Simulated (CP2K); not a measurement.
The N K edge of pyrrole was computed by TDDFT (CP2K XAS_TDP, aug-cc-pVDZ, TDA) at these levels: BHandHLYP, PBEh(45%) and PBEh(45%) + GW2X. The first three lines of N4 (bonded to 2 C and H) with a strength over 0.0015, energy in eV and strength:

```csv
run,first,second,third
1,400.55 (0.037),401.18 (0.016),404.00 (0.002)
2,398.24 (0.035),398.99 (0.015),401.67 (0.004)
3,403.06 (0.034),403.81 (0.014),406.48 (0.004)
```

**Question.** Which run is which?

Run 1: BHandHLYP (50 % exact exchange). Run 2: PBEh(45%) (45 % exact exchange). Run 3: PBEh(45%) + GW2X (45 % exact exchange). Self-interaction lifts the core level, so the uncorrected lines rise with the share of exact exchange. The GW2X run keeps the spacings of its parent: 0.75 eV between the first two lines in run 3, 0.75 eV in run 2. Its shift is +4.82 eV, since the Kohn–Sham level at this share of exchange lies that far above the quasiparticle level.

[Banner, clock and machine lines of the logs are left out without a mark of their own.]

[Logs are printed without paths, hosts, clocks, repeated set-up lines and the standing remarks that a program may print on its own settings, such as how far it seeks lower states.]

[Hosts, paths, dates, database ids (printed as entryN), source tags and the programs' standing remarks are cut or masked in the printed files.]
